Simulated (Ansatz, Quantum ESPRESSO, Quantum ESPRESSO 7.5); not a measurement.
**Band line-up of the Si/ZnS(110) superlattice, 5 + 5 layers, a = 5.351 Å**

Aim: valence and conduction offsets of the Si/ZnS(110) superlattice, 5 + 5 layers, a = 5.351 Å from the line-up of mean potentials.

Main program and level: Quantum ESPRESSO 7.5; plane-wave DFT, LDA, GBRV ultrasoft pseudopotentials (cross-check by Ansatz 0.2.0 with PAW datasets).

Experimental background.

“InterMat: Accelerating Band Offset Prediction in Semiconductor Interfaces with DFT and Deep Learning” (2024, arxiv:2401.02021) quotes from earlier work for Si/ZnS (heterojunction): valence-band offset (size of the offset at Si/ZnS) 1.52 eV.

Most raw output is cut from this account.

## (1) The starting structure

The cell holds 20 atoms: 10 Si, 5 Zn and 5 S. Its edges and angles: a = 5.351 Å, b = 3.784 Å, c = 18.919 Å, α = 90.0°, β = 90.0°, γ = 90.0°. Regions: Si, 10 atoms (10 Si); ZnS, 10 atoms (5 Zn and 5 S). The structure's axis is c.

## (2) The superlattice in Ansatz, atoms held

The atoms stay on the ideal cubic sites, so that each half of the superlattice is the very crystal whose bulk edges are computed below.

input.yaml reads:

```yaml
crystal:
  lattice:
    - [5.351, 0.0, 0.0]
    - [0.0, 3.7837283861, 0.0]
    - [0.0, 0.0, 18.9186419306]
  atoms:
    - { symbol: Si, position: [0.0, 0.0, 0.0] }
    - { symbol: Si, position: [0.25, 0.5, 0.0] }
    - { symbol: Si, position: [0.5, 0.5, 0.1] }
    - { symbol: Si, position: [0.75, 0.0, 0.1] }
    - { symbol: Si, position: [0.0, 0.0, 0.2] }
    - { symbol: Si, position: [0.25, 0.5, 0.2] }
    - { symbol: Si, position: [0.5, 0.5, 0.3] }
    - { symbol: Si, position: [0.75, 0.0, 0.3] }
    - { symbol: Si, position: [0.0, 0.0, 0.4] }
    - { symbol: Si, position: [0.25, 0.5, 0.4] }
    - { symbol: Zn, position: [0.5, 0.5, 0.5] }
    - { symbol: S, position: [0.75, 0.0, 0.5] }
    - { symbol: Zn, position: [0.0, 0.0, 0.6] }
    - { symbol: S, position: [0.25, 0.5, 0.6] }
    - { symbol: Zn, position: [0.5, 0.5, 0.7] }
    - { symbol: S, position: [0.75, 0.0, 0.7] }
    - { symbol: Zn, position: [0.0, 0.0, 0.8] }
    - { symbol: S, position: [0.25, 0.5, 0.8] }
    - { symbol: Zn, position: [0.5, 0.5, 0.9] }
    - { symbol: S, position: [0.75, 0.0, 0.9] }
kpoints:
  mp_grid: { grid: [6, 8, 1] }
hamiltonian:
  xc: lda
scf:
  occupations: { method: fermi_dirac, width: 0.02 }
  convergence: { dr2_threshold: 1.0e-08 }
output:
  eigenvalues: true
  write_potential: true
  write_density: true
  volumetric_format: npy
checkpoint:
  write: relax.run
  compress: false
  write_wavefunctions: false
```

Run with:

```console
ansatz run input.yaml --threads 4 --pin off --max-ram 8192MiB --backend cpu --events-out ev --progress --plain --runs-dir out
```

It took 17 s on 4 threads of Intel Xeon Platinum 8223CL at 3.00GHz (Skylake/Cascade Lake), shared host; peak memory 1.2 GiB.

Read from the output:

```
free energy         : -26672.1984 eV
Fermi energy        : 7.148 eV
gap by band count   : 0.7555 eV
symmetry operations : 4
```

## (3) Self-consistent run of bulk Si

Each bulk is run alone at the common lattice constant, to place its band edges against its own mean potential.

Level of this step: plane-wave DFT, LDA, GBRV ultrasoft pseudopotentials (Quantum ESPRESSO 7.5).

System of this step: Si, diamond at a = 5.351 Å. It takes space group Fd-3m (No. 227, cubic). The conventional cell has a = 5.351 Å, b = 5.351 Å, c = 5.351 Å, α = 90.00°, β = 90.00°, γ = 90.00°. Nearest to Si lie 4 Si at 2.32 Å.

a.in reads:

```
&control
  prefix = 'a'
  outdir = './out'
  pseudo_dir = './pseudo'
  calculation = 'scf'
  tprnfor = .true.
/
&system
  ibrav = 0
  nat = 4
  ntyp = 1
  ecutwfc = 40
  ecutrho = 200
  occupations = 'smearing'
  smearing = 'fd'
  degauss = 0.002
/
&electrons
  conv_thr = 1e-07
  mixing_beta = 0.5
  electron_maxstep = 120
/
ATOMIC_SPECIES
  Si  28.0850  si_lda_v1.uspp.F.UPF
CELL_PARAMETERS angstrom
  5.35100000000000 0.00000000000000 0.00000000000000
  0.00000000000000 3.78372838612922 0.00000000000000
  0.00000000000000 0.00000000000000 3.78372838612922
ATOMIC_POSITIONS crystal
  Si  0.000000000000 0.000000000000 0.000000000000
  Si  0.250000000000 0.500000000000 0.000000000000
  Si  0.500000000000 0.500000000000 0.500000000000
  Si  0.750000000000 0.000000000000 0.500000000000
K_POINTS automatic
  6 8 8 0 0 0
```

Run with:

```console
OMP_NUM_THREADS=1 mpirun -n 4 pw.x -nk 4 -in a.in > a.out
```

Run time: 7.2 s. Hardware: 4 MPI ranks; peak memory 0.34 GiB.

Read from the output:

```
free energy  : -524.0871 eV
Fermi energy : 6.680 eV
```

The run needed 7 iterations to bring the estimated error under 1e-07 Ry.

## (4) Bands along a path of bulk Si

The density is frozen and the levels are solved along a path.

a.bands.in is the input of step 3 with these lines changed:

```diff
@@ -1,7 +1,6 @@
 &control
-  prefix = 'a'
+  prefix = 'a.bands'
   outdir = './out'
   pseudo_dir = './pseudo'
-  calculation = 'scf'
-  tprnfor = .true.
+  calculation = 'bands'
 /
@@ -16,2 +15,3 @@
   degauss = 0.002
+  nbnd = 16
 /
@@ -33,3 +33,9 @@
   Si  0.750000000000 0.000000000000 0.500000000000
-K_POINTS automatic
-  6 8 8 0 0 0
+K_POINTS crystal_b
+6
+  0.0000000000 0.0000000000 0.0000000000 20
+  1.0000000000 0.0000000000 0.0000000000 1
+  0.0000000000 0.0000000000 0.0000000000 20
+  0.5000000000 0.0000000000 0.5000000000 1
+  0.0000000000 0.0000000000 0.0000000000 20
+  0.0000000000 0.5000000000 0.5000000000 1
```

Run with:

```console
cp -r out/a.save out/a.bands.save
cp out/a.xml out/a.bands.xml
OMP_NUM_THREADS=1 mpirun -n 4 pw.x -nk 4 -in a.bands.in > a.bands.out
```

Elapsed: 7.8 s, on 4 MPI ranks; peak memory 0.25 GiB; 30 s of CPU time.

Numbers from this step:

| Quantity | Value |
| --- | --- |
| valence top, on the run's zero | 6.478 eV |
| conduction bottom, on the run's zero | 6.874 eV |
| gap by band count | 0.3955 eV |

Band numbers count within the set of bands kept for display; the cell holds two formula units, so the X point along 001 folds onto the zone centre. The electronic bands at the labelled points (eV, zero at the Fermi level, which the smearing puts inside the gap; v1 is the highest filled band, c1 the lowest empty one):

| point | v4 | v3 | v2 | v1 | c1 | c2 | c3 | c4 |
| --- | --- | --- | --- | --- | --- | --- | --- | --- |
| L | -1.44 | -1.44 | -1.44 | -1.44 | 1.38 | 1.38 | 3.08 | 3.08 |
| halfway | -3.90 | -2.50 | -0.99 | -0.99 | 1.18 | 1.87 | 3.30 | 3.30 |
| Γ | -3.17 | -0.20 | -0.20 | -0.20 | 0.32 | 0.32 | 2.34 | 2.34 |
| halfway | -4.27 | -3.73 | -2.18 | -2.18 | 0.80 | 2.83 | 3.99 | 3.99 |
| X | -3.17 | -3.17 | -3.17 | -3.17 | 0.32 | 0.32 | 0.32 | 0.32 |

## (5) Electrostatic potential of bulk Si

plot_num = 11 writes the bare and Hartree potential, whose mean serves as the common reference.

a.pot.in reads:

```
&inputpp
  prefix = 'a'
  outdir = './out'
  filplot = 'a.pot.dat'
  plot_num = 11
/
```

Run with:

```console
OMP_NUM_THREADS=1 mpirun -n 4 pp.x -in a.pot.in > a.pot.out
```

Run time: 1.1 s. Hardware: 4 MPI ranks; peak memory 0.09 GiB.

Electrostatic potential energy of an electron; zero at the Fermi level, which the smearing puts inside the gap. Table of potential energy, planar mean by z:

| z (Å) | potential energy, planar mean (eV) |
| --- | --- |
| 0.00 | -9.88 |
| 0.11 | -9.61 |
| 0.21 | -8.83 |
| 0.42 | -6.10 |
| 0.53 | -4.51 |
| 0.63 | -3.06 |
| 0.74 | -1.92 |
| 0.84 | -1.24 |
| 1.05 | -1.24 |
| 1.16 | -1.92 |
| 1.26 | -3.06 |
| 1.37 | -4.51 |
| 1.47 | -6.10 |
| 1.68 | -8.83 |
| 1.79 | -9.61 |
| 1.89 | -9.88 |
| 2.00 | -9.61 |
| 2.21 | -7.61 |
| 2.31 | -6.10 |
| 2.42 | -4.51 |
| 2.52 | -3.06 |
| 2.63 | -1.92 |
| 2.84 | -1.02 |
| 2.94 | -1.24 |
| 3.05 | -1.92 |
| 3.15 | -3.06 |
| 3.26 | -4.51 |
| 3.47 | -7.61 |
| 3.57 | -8.83 |
| 3.68 | -9.61 |

## (6) Macroscopic average of bulk Si

A running mean over one period damps the atomic wiggles and leaves the mean of this pseudopotential's potential.

a.avg.in reads:

```
1
a.pot.dat
1.0
40
3
7.1502103798
```

Run with:

```console
OMP_NUM_THREADS=1 average.x < a.avg.in > a.avg.out
```

The job ended after 0.78 s (1 MPI rank; peak memory 0.09 GiB).

Read from the output:

```
average.x's running mean over the crystal, on the run's own zero                  : 1.310 eV
mean potential by an exact Fourier window over the crystal, on the run's own zero : 1.310 eV
```

Electrostatic potential energy of an electron; zero at the Fermi level, which the smearing puts inside the gap; window 3.7837 Å. The potential energy, running mean stays at -5.37 eV for z from 0 to 3.69 Å.

## (7) Ground state of bulk ZnS

System of this step: ZnS, zinc blende at a = 5.351 Å. The structure is cubic, space group F-43m (No. 216). The conventional cell has a = 5.351 Å, b = 5.351 Å, c = 5.351 Å, α = 90.00°, β = 90.00°, γ = 90.00°. Nearest to Zn lie 4 S at 2.32 Å. Nearest to S lie 4 Zn at 2.32 Å. Farther neighbours and most contacts between anions are not listed.

b.in reads:

```
&control
  prefix = 'b'
  outdir = './out'
  pseudo_dir = './pseudo'
  calculation = 'scf'
  tprnfor = .true.
/
&system
  ibrav = 0
  nat = 4
  ntyp = 2
  ecutwfc = 40
  ecutrho = 200
  occupations = 'smearing'
  smearing = 'fd'
  degauss = 0.002
/
&electrons
  conv_thr = 1e-07
  mixing_beta = 0.5
  electron_maxstep = 120
/
ATOMIC_SPECIES
  Zn  65.3800  zn_lda_v1.uspp.F.UPF
  S   32.0600  s_lda_v1.4.uspp.F.UPF
CELL_PARAMETERS angstrom
  5.35100000000000 0.00000000000000 0.00000000000000
  0.00000000000000 3.78372838612922 0.00000000000000
  0.00000000000000 0.00000000000000 3.78372838612922
ATOMIC_POSITIONS crystal
  Zn  0.000000000000 0.000000000000 0.000000000000
  S   0.250000000000 0.500000000000 0.000000000000
  Zn  0.500000000000 0.500000000000 0.500000000000
  S   0.750000000000 0.000000000000 0.500000000000
K_POINTS automatic
  6 8 8 0 0 0
```

Run with:

```console
OMP_NUM_THREADS=1 mpirun -n 4 pw.x -nk 4 -in b.in > b.out
```

Wall time 17 s (4 MPI ranks); peak memory 0.39 GiB; 67 s of CPU time.

Read from the output:

```
free energy  : -13209.7747 eV
Fermi energy : 7.462 eV
```

## (8) Bands along a path of bulk ZnS

b.bands.in is the input of step 7 with these lines changed:

```diff
@@ -1,7 +1,6 @@
 &control
-  prefix = 'b'
+  prefix = 'b.bands'
   outdir = './out'
   pseudo_dir = './pseudo'
-  calculation = 'scf'
-  tprnfor = .true.
+  calculation = 'bands'
 /
@@ -16,2 +15,3 @@
   degauss = 0.002
+  nbnd = 34
 /
@@ -34,3 +34,9 @@
   S   0.750000000000 0.000000000000 0.500000000000
-K_POINTS automatic
-  6 8 8 0 0 0
+K_POINTS crystal_b
+6
+  0.0000000000 0.0000000000 0.0000000000 20
+  1.0000000000 0.0000000000 0.0000000000 1
+  0.0000000000 0.0000000000 0.0000000000 20
+  0.5000000000 0.0000000000 0.5000000000 1
+  0.0000000000 0.0000000000 0.0000000000 20
+  0.0000000000 0.5000000000 0.5000000000 1
```

Run with:

```console
cp -r out/b.save out/b.bands.save
cp out/b.xml out/b.bands.xml
OMP_NUM_THREADS=1 mpirun -n 4 pw.x -nk 4 -in b.bands.in > b.bands.out
```

The job ended after 18 s (4 MPI ranks; peak memory 0.31 GiB).

Read from the output:

| Item | Value |
| --- | --- |
| valence top, on the run's zero | 6.894 eV |
| conduction bottom, on the run's zero | 8.874 eV |
| gap by band count | 1.980 eV |

Band numbers count within the set of bands kept for display; the cell holds two formula units, so the X point along 001 folds onto the zone centre. Electronic bands along the path, in eV, zero at the Fermi level, which the smearing puts inside the gap; v1 is the highest filled band, c1 the lowest empty one:

| point | v4 | v3 | v2 | v1 | c1 | c2 | c3 | c4 |
| --- | --- | --- | --- | --- | --- | --- | --- | --- |
| L | -1.49 | -1.49 | -1.49 | -1.49 | 2.57 | 2.57 | 6.17 | 6.17 |
| halfway | -3.13 | -2.27 | -1.07 | -1.07 | 2.77 | 3.56 | 5.31 | 6.22 |
| Γ | -2.93 | -0.57 | -0.57 | -0.57 | 1.41 | 2.55 | 3.31 | 5.62 |
| halfway | -3.46 | -3.25 | -1.89 | -1.89 | 3.67 | 3.90 | 4.95 | 5.45 |
| X | -2.93 | -2.93 | -2.93 | -2.93 | 2.55 | 2.55 | 3.31 | 3.31 |

## (9) Potential by pp.x of bulk ZnS

b.pot.in reads:

```
&inputpp
  prefix = 'b'
  outdir = './out'
  filplot = 'b.pot.dat'
  plot_num = 11
/
```

Run with:

```console
OMP_NUM_THREADS=1 mpirun -n 4 pp.x -in b.pot.in > b.pot.out
```

Wall time 1.3 s (4 MPI ranks); peak memory 0.09 GiB; 4.2 s of CPU time.

## (10) Macroscopic average of bulk ZnS

b.avg.in reads:

```
1
b.pot.dat
1.0
40
3
7.1502103798
```

Run with:

```console
OMP_NUM_THREADS=1 average.x < b.avg.in > b.avg.out
```

Elapsed: 0.76 s, on 1 MPI rank; peak memory 0.09 GiB.

Read from the output:

```
average.x's running mean over the crystal, on the run's own zero                  : 3.611 eV
mean potential by an exact Fourier window over the crystal, on the run's own zero : 3.611 eV
```

## (11) SCF with pw.x of the superlattice

The superlattice gives the step of the mean potential between the two crystals; (110) layers are neutral, so no field builds up.

System of this step: Si/ZnS(110) superlattice, 5 + 5 layers, a = 5.351 Å. The cell holds 20 atoms: 10 Si, 5 Zn and 5 S. Its edges and angles: a = 5.351 Å, b = 3.784 Å, c = 18.919 Å, α = 90.0°, β = 90.0°, γ = 90.0°. Regions: Si, 10 atoms (10 Si); ZnS, 10 atoms (5 Zn and 5 S). The structure's axis is c.

ab.in reads:

```
&control
  prefix = 'ab'
  outdir = './out'
  pseudo_dir = './pseudo'
  calculation = 'scf'
  tprnfor = .true.
/
&system
  ibrav = 0
  nat = 20
  ntyp = 3
  ecutwfc = 40
  ecutrho = 200
  occupations = 'smearing'
  smearing = 'fd'
  degauss = 0.002
/
&electrons
  conv_thr = 1e-07
  mixing_beta = 0.5
  electron_maxstep = 120
/
ATOMIC_SPECIES
  Si  28.0850  si_lda_v1.uspp.F.UPF
  Zn  65.3800  zn_lda_v1.uspp.F.UPF
  S   32.0600  s_lda_v1.4.uspp.F.UPF
CELL_PARAMETERS angstrom
  5.35100000000000 0.00000000000000 0.00000000000000
  0.00000000000000 3.78372838610000 0.00000000000000
  0.00000000000000 0.00000000000000 18.91864193060000
ATOMIC_POSITIONS crystal
  Si  0.000000000000 0.000000000000 0.000000000000
  Si  0.250000000000 0.500000000000 0.000000000000
  Si  0.500000000000 0.500000000000 0.100000000000
  Si  0.750000000000 0.000000000000 0.100000000000
  Si  0.000000000000 0.000000000000 0.200000000000
  Si  0.250000000000 0.500000000000 0.200000000000
  Si  0.500000000000 0.500000000000 0.300000000000
  Si  0.750000000000 0.000000000000 0.300000000000
  Si  0.000000000000 0.000000000000 0.400000000000
  Si  0.250000000000 0.500000000000 0.400000000000
  Zn  0.500000000000 0.500000000000 0.500000000000
  S   0.750000000000 0.000000000000 0.500000000000
  Zn  0.000000000000 0.000000000000 0.600000000000
  S   0.250000000000 0.500000000000 0.600000000000
  Zn  0.500000000000 0.500000000000 0.700000000000
  S   0.750000000000 0.000000000000 0.700000000000
  Zn  0.000000000000 0.000000000000 0.800000000000
  S   0.250000000000 0.500000000000 0.800000000000
  Zn  0.500000000000 0.500000000000 0.900000000000
  S   0.750000000000 0.000000000000 0.900000000000
K_POINTS automatic
  6 8 1 0 0 0
```

Run with:

```console
OMP_NUM_THREADS=1 mpirun -n 4 pw.x -nk 2 -in ab.in > ab.out
```

The job ended after 3.8 min (4 MPI ranks; peak memory 1.2 GiB; 15 min of CPU time).

This step gave:

| Quantity | Value |
| --- | --- |
| free energy | -34333.2735 eV |
| Fermi energy | 7.625 eV |

The program's own clock; routines nest. Time by routine:

| routine | wall time (s) | calls |
| --- | --- | --- |
| PWSCF | 227.1 | 1 |
| electrons | 216 | 1 |
| c_bands | 182.1 | 13 |
| cegterg | 165.1 | 130 |
| h_psi | 104.8 | 829 |
| fftw | 75.55 | 85162 |
| vloc_psi | 71.42 | 829 |
| sum_band | 28.99 | 13 |
| calbec | 23.94 | 999 |
| h_psi:calbec | 16.82 | 829 |
| add_vuspsi | 15.08 | 829 |
| s_psi | 15.01 | 829 |
| cdiaghg | 9.66 | 809 |
| init_run | 6.79 | 1 |

The run needed 12 iterations to bring the estimated error under 1e-07 Ry; the largest force on any atom, held or free, is 0.83 eV/Å.

## (12) Potential by pp.x of the superlattice

ab.pot.in reads:

```
&inputpp
  prefix = 'ab'
  outdir = './out'
  filplot = 'ab.pot.dat'
  plot_num = 11
/
```

Run with:

```console
OMP_NUM_THREADS=1 mpirun -n 4 pp.x -in ab.pot.in > ab.pot.out
```

Run time: 1.9 s. Hardware: 4 MPI ranks; peak memory 0.14 GiB; 6.8 s of CPU time.

Electrostatic potential energy in the ca plane at fractional y = 0.000, with atoms of Si and S and Zn within 0.2 Å of it. With pseudopotentials it is smooth inside the atoms' cores, unlike the true potential.

Values in eV, 7 rows by 16 columns, each cell a mean:
```
-29 -15 -15 -36 -13 -12 -40 -13 -13 -31 -13 -15 -25 -18 -17 -22
 -4 -54 -17  -3 -44 -29  -2 -34 -47  -2 -19 -59  -3  -8 -66  -8
  1 -24  -6   2 -19 -12   3 -12 -20   3  -5 -26   2  -1 -29   0
  3   1   2   3   1   2   3   3   2   3   3   2   3   3   2   3
  3   3   3   3   3   3   3   3   3   3   3   3   3   3   3   3
 -5   3   0  -6   2   1  -7   1   2  -5   0   3  -4  -2   3  -3
-38   1 -15 -48  -1  -6 -53  -6  -1 -40 -12   1 -32 -22   1 -27
```
Columns run along c (18.9 Å; values clipped at the 3rd and 97th percentile), rows up along a (5.4 Å). Atoms in or near the plane, at fractional coordinates: Si at (0.00, 0.00), Si at (0.10, 0.75), Si at (0.20, 0.00), Si at (0.30, 0.75), Si at (0.40, 0.00), S at (0.50, 0.75), Zn at (0.60, 0.00), S at (0.70, 0.75), Zn at (0.80, 0.00), S at (0.90, 0.75).

## (13) Macroscopic average of the superlattice

ab.avg.in reads:

```
1
ab.pot.dat
1.0
200
3
7.1502103798
```

Run with:

```console
OMP_NUM_THREADS=1 average.x < ab.avg.in > ab.avg.out
```

Run time: 0.97 s. Hardware: 1 MPI rank; peak memory 0.11 GiB.

This step gave:

| Property | Result |
| --- | --- |
| average.x's running mean in the Si layers, on the run's own zero | 2.161 eV |
| slope of the running mean in the Si layers | 1.23e-4 eV/Å |
| mean potential by an exact Fourier window in the Si layers, on the run's own zero | 2.161 eV |
| average.x's running mean in the ZnS layers, on the run's own zero | 2.754 eV |
| slope of the running mean in the ZnS layers | -5.80e-4 eV/Å |
| mean potential by an exact Fourier window in the ZnS layers, on the run's own zero | 2.754 eV |

Electrostatic potential energy of an electron; zero at the Fermi level; window 3.7837 Å. The potential energy, running mean by z:

z (Å), potential energy, running mean (eV) and a bar from the least value:
```
        0      -5.29 #########
        1      -5.42 ##
        2      -5.46 #
        3      -5.47 
        4      -5.47 
        5      -5.46 
        6      -5.45 #
        7      -5.34 ######
        8      -5.26 ##########
        9      -5.05 ####################
       10      -4.99 #######################
       11      -4.89 ############################
       12      -4.88 #############################
       13      -4.86 ##############################
       14      -4.87 ##############################
       15      -4.89 ############################
       16      -4.92 ###########################
       17      -5.03 ######################
       18      -5.16 ###############
```

(Continued in part 2 of 2.)

[Logs are printed without paths, hosts, clocks, repeated set-up lines and the standing remarks that a program may print on its own settings, such as how far it seeks lower states.]

[Hosts, paths, dates, database ids (printed as entryN), source tags and the programs' standing remarks are cut or masked in the printed files.]

[Maps of the electrostatic potential energy from Ansatz leave out the sawtooth potential of an applied field or a dipole correction, so their vacuum need not be flat; planar profiles and work functions include it.]
